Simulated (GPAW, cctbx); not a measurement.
# How far are the atoms of ZnAs2Pb2 from free atoms?

Question: by how much does bonding change the X-ray structure factors of ZnAs2Pb2, and what does a routine refinement make of it?

The start was made by putting kin elements into a known structure type; the compound need not exist, or be stable, in this form. All numbers below are calculated.

**1. Find the equilibrium geometry**

The density hangs on the geometry, so cell and atoms are relaxed first, with the symmetry held. The cutoff is set higher than for the density because stress converges slowly with plane waves.

Settings: GPAW 26.7.0, PBE, 570 eV, 5×5×3 k-points (along the axes of the calculation cell), Fermi–Dirac width 0.1 eV, BFGS to 0.03 eV/Å.

```text
cell
1.0
     4.023000000    0.000000000    0.000000000
    -2.011500000    3.484020199    0.000000000
     0.000000000    0.000000000    7.749000000
Pb As Zn
2 2 1
Direct
0.000000000 0.000000000 0.293300000
0.000000000 0.000000000 0.706700000
0.333333333 0.666666667 0.000000000
0.666666667 0.333333333 0.500000000
0.666666667 0.333333333 0.000000000
```

```console
$ OMP_NUM_THREADS=1 mpirun -n 4 gpaw python run.py > gpaw.log
```

```text
BFGS:    0      -17.415369        2.200528
BFGS:    1      -17.629322        1.932055
BFGS:    2      -18.235505        0.825884
BFGS:    3      -18.352608        0.623573
...
BFGS:   12      -18.445984        0.136426
BFGS:   13      -18.449752        0.065552
BFGS:   14      -18.450975        0.021908
cell  4.2593 4.2593 8.5176  90.00 90.00 120.00
volume 133.821 A^3, largest force 0.001 eV/A, largest stress 0.13 GPa
```

The cell moved far, while the k-mesh and basis were chosen for the start, so the final shape may be somewhat biased.

After 14 steps the volume has changed by +23.2 % and the energy by -1.036 eV; the largest stress left is 0.13 GPa. It took 95 s on 4 cores of Intel(R) Xeon(R) Platinum 8488C (Sapphire Rapids) (shared host), peak memory 1.1 GiB.

Relaxed structure: P-6m2 (no. 187), a = 4.2593 Å, b = 4.2593 Å, c = 8.5176 Å, α = 90.00°, β = 90.00°, γ = 120.00°.

```csv
atom,mult.,x,y,z
Pb1,2,0,0,0.2966
As1,1,1/3,2/3,0
As2,1,2/3,1/3,1/2
Zn1,1,2/3,1/3,0
```

**2. Density and charge transfer**

X-rays see the whole electron density, so the PAW density is rebuilt with its core regions. Subtracting spherical free atoms from the same code cancels the cores and leaves the deformation density Δρ, the part due to bonding.

Settings: PBE, 450 eV, 6×6×3 k-points (along the axes of the calculation cell), Fermi–Dirac width 0.1 eV; primitive cell of 5 atoms.

```console
$ OMP_NUM_THREADS=1 mpirun -n 4 gpaw python run.py > gpaw.log
```

```text
|iter:   1|       0s |  -19.024135 | +0.10 |       |
|iter:   2|       0s |  -18.866709 | -1.84 | -1.26 |
|iter:   3|       1s |  -18.395477 | -1.59 | -1.31 |
...
|iter:   8|       4s |  -18.380319c| -5.66 | -3.50 |
|iter:   9|       4s |  -18.380327c| -6.07 | -3.93 |
|iter:  10|       5s |  -18.380328c| -7.58c| -4.47c|
```

```text
grid (42, 42, 84)  electrons 260.000  moved by bonding 0.883 e
deformation density beyond 0.5 A of the nuclei: max 0.100, min -0.082 e/A^3
atom        x       y       z   Voronoi charge  moment
Pb1    0.0000  0.0000  0.2966      0.207       0.00
Pb2    0.0000  0.0000  0.7034      0.207       0.00
As3    0.3333  0.6667  0.0000     -0.277       0.00
As4    0.6667  0.3333  0.5000     -0.303       0.00
Zn5    0.6667  0.3333  0.0000      0.166       0.00
mean inner potential of superposed free atoms 16.744 V
total magnetic moment 0.000 muB
```

Deformation density in a plane through the shortest contact of the As atom at the origin, in 0.01 e/Å³ (clipped at ±99); x from -1.6 to 4.1 Å, y from 2.4 down to -2.4 Å:

```text
 -5   .  -5  -4   0   0  -1  -1  -1  -1   0   1   0  -3   .  -2
  .   .   .  -4  -1   0  -1  -1  -1  -1   0   0  -2   .   .   .
 -5  -7  -7   0   2   1   0  -1  -1  -1   1   3   5   1  -2  -3
 -2  -1   4   8   6   1   0   0   0  -1   0   4   9   9   4   0
  0   3   8   9   3  -1   0   2   2  -2  -4  -3   2   6   4   1
  0   1   2  -1   .  -2   1   7   4  -4  -6   .  -7  -1   1   0
 -1   0  -2  -2   .   .   2  10   6  -7   .   .  -6  -4  -1  -1
  0   1   2  -1   .  -2   1   7   4  -4  -6   .  -7  -1   1   0
  0   3   8   9   3  -1   0   2   2  -2  -4  -3   2   6   4   1
 -2  -1   4   8   6   1   0   0   0  -1   0   4   9   9   4   0
 -5  -7  -7   0   2   1   0  -1  -1  -1   1   3   5   1  -2  -3
  .   .   .  -4  -1   0  -1  -1  -1  -1   0   0  -2   .   .   .
 -5   .  -5  -4   0   0  -1  -1  -1  -1   0   1   0  -2   .  -2
```

Atoms in or within 0.15 Å of the plane: As (0.0, 0.0), As (3.7, 2.1), As (3.7, -2.1), Zn (-1.2, 2.1), Zn (-1.2, -2.1), Zn (2.5, 0.0) Å. Dots mark points within about 0.45 Å of a nucleus; large values next to them are atomic features.

As gains most (-0.29 e) and Pb loses most (+0.21 e), in averages over each element's sites, which isn't the order of electronegativity: valence and coordination count too, and Voronoi cells cut space at the midplane whatever the atoms' sizes. Such charges fall far short of formal ones, since overlapping free atoms already put density on their neighbours. Along the shortest contact from the As atom at the map's origin, As–Zn at 2.46 Å, Δρ is +0.09 e/Å³ at the midpoint and highest, +0.10, 1.11 Å from As (points within 0.5 Å of a nucleus left out): a bond charge, the mark of covalency. At the midpoints of other shortest contacts it is +0.04 (Pb–As, 3.01 Å) e/Å³. Point values carry grid noise of about 0.01 e/Å³. The run needed 10 iterations, 11 s.

**3. From the density to structure factors**

The Fourier components of Δρ, added to those of the free atoms, give the static X-ray structure factors; the Mott–Bethe relation turns them into the Fourier components V of the potential that fast electrons feel.

```text
static structure factors of the conventional cell: F in electrons, V (Mott-Bethe) in volts
   h  k  l      d  |F| table  |F| free   |F| DFT   change   |V| free  |V| DFT  change %
   0  0  1  8.5176    17.182    17.132    17.157    0.025     0.555    0.493    -11.1
   0  0  2  4.2588    40.322    40.181    39.803   -0.378     0.293    0.528     80.1
   1  0  0  3.6887   109.836   109.702   109.560   -0.142     4.297    4.364      1.6
   1  0  1  3.3849    61.716    61.701    61.803    0.102     3.183    3.127     -1.8
   0  0  3  2.8392   135.245   135.145   135.019   -0.126     5.833    5.868      0.6
   1  0  2  2.7882   159.750   159.684   159.704    0.020     7.135    7.130     -0.1
   1  0  3  2.2499    95.531    95.570    95.489   -0.081     3.489    3.505      0.4
   1  1  0  2.1296   206.338   206.160   205.898   -0.262     8.364    8.404      0.5
   0  0  4  2.1294   124.738   124.584   124.538   -0.046     5.458    5.466      0.1
   1  1  1  2.0660    15.433    15.547    15.646    0.098     0.264    0.250     -5.4
   1  1  2  1.9048    37.595    37.777    38.042    0.265     0.357    0.324     -9.2
   2  0  0  1.8443    95.107    95.167    95.338    0.171     2.776    2.759     -0.6
   1  0  4  1.8442    24.137    24.106    24.136    0.031     0.850    0.853      0.4
   2  0  1  1.8026    52.242    52.192    51.946   -0.246     1.959    1.986      1.4
```

The largest X-ray change is -0.38 e on 002, 0.9 % of |F|. For electrons V goes as (Z − F)/g², so a change of F counts against Z − F, which is small at low angle and wherever the atoms' terms cancel: |V| of 002 moves by +80.1 % (0.29 to 0.53 V) against -0.9 % in |F|. The last three rows still change by up to 0.25 e; the table stops while the angles are still low. The tabulated Hartree–Fock atoms differ from the free DFT atoms by up to 0.18 e, so the choice of reference atom matters too.

**4. Refining ordinary atoms against data with bonding**

Routine crystallography fits spherical atoms. To see the bias, intensities are simulated from tabulated atoms plus the DFT change ΔF, so that bonding alone can misfit (6156 reflections of the full sphere, merged to the counts below, to 0.45 Å, 1.5 % proportional noise plus counting noise, assumed isotropic U as listed, Δρ smeared by the mean U) and refined with cctbx over different ranges.

| range | data | R1 | GooF | U Pb1 (true 0.0039) | U As1 (true 0.0055) | U As2 (true 0.0055) | U Zn1 (true 0.0057) | largest shift (Å) | Δρ max, min (e/Å³) |
| --- | --- | --- | --- | --- | --- | --- | --- | --- | --- |
| all data | 665 | 0.0036 | 0.95 | 0.0039 | 0.0055 | 0.0055 | 0.0057 | 0.0001 | 0.37, -0.70 |
| low resolution, d > 0.84 | 127 | 0.0029 | 0.96 | 0.0039 | 0.0054 | 0.0055 | 0.0058 | 0.0000 | 0.15, -0.31 |
| high order, d < 0.75 | 498 | 0.0041 | 0.96 | 0.0039 | 0.0056 | 0.0055 | 0.0057 | 0.0001 | 0.36, -0.54 |
| occupancies free, d > 0.7 | 199 | 0.0030 | 0.96 | 0.0039 | 0.0057 | 0.0054 | 0.0052 | 0.0001 | 0.18, -0.29 |

With all data GooF is 0.95, so at this noise the bonding hardly shows; the top residual peak lies 1.63 Å from As and 2.17 Å from Zn. No U is off by more than 3 s.u. at low resolution. With Pb1 held at 1 and the scale free, the other occupancies refine to As1 1.003(0.003), As2 1.000(0.003) and Zn1 0.994(0.004), within three s.u. of full.

**5. Answer**

Bonding moves 0.88 e in the primitive cell of ZnAs2Pb2 and changes the structure factors of the conventional cell in the table above by at most 0.38 e (002, 0.9 %). The shortest bond, As–Zn, has Δρ = +0.09 e/Å³ at its midpoint, a covalent bond charge. With all data GooF is 0.95, so at this noise the bonding hardly shows. Limits: static density, frozen cores, no spin–orbit coupling.

[Outputs are excerpts: Python notices, other lines and further rows are left out; steps that failed or that the build refused (PBEsol, TPSS) are not shown.]

[Logs are printed without paths, hosts, clocks, repeated set-up lines and the standing remarks that a program may print on its own settings, such as how far it seeks lower states.]
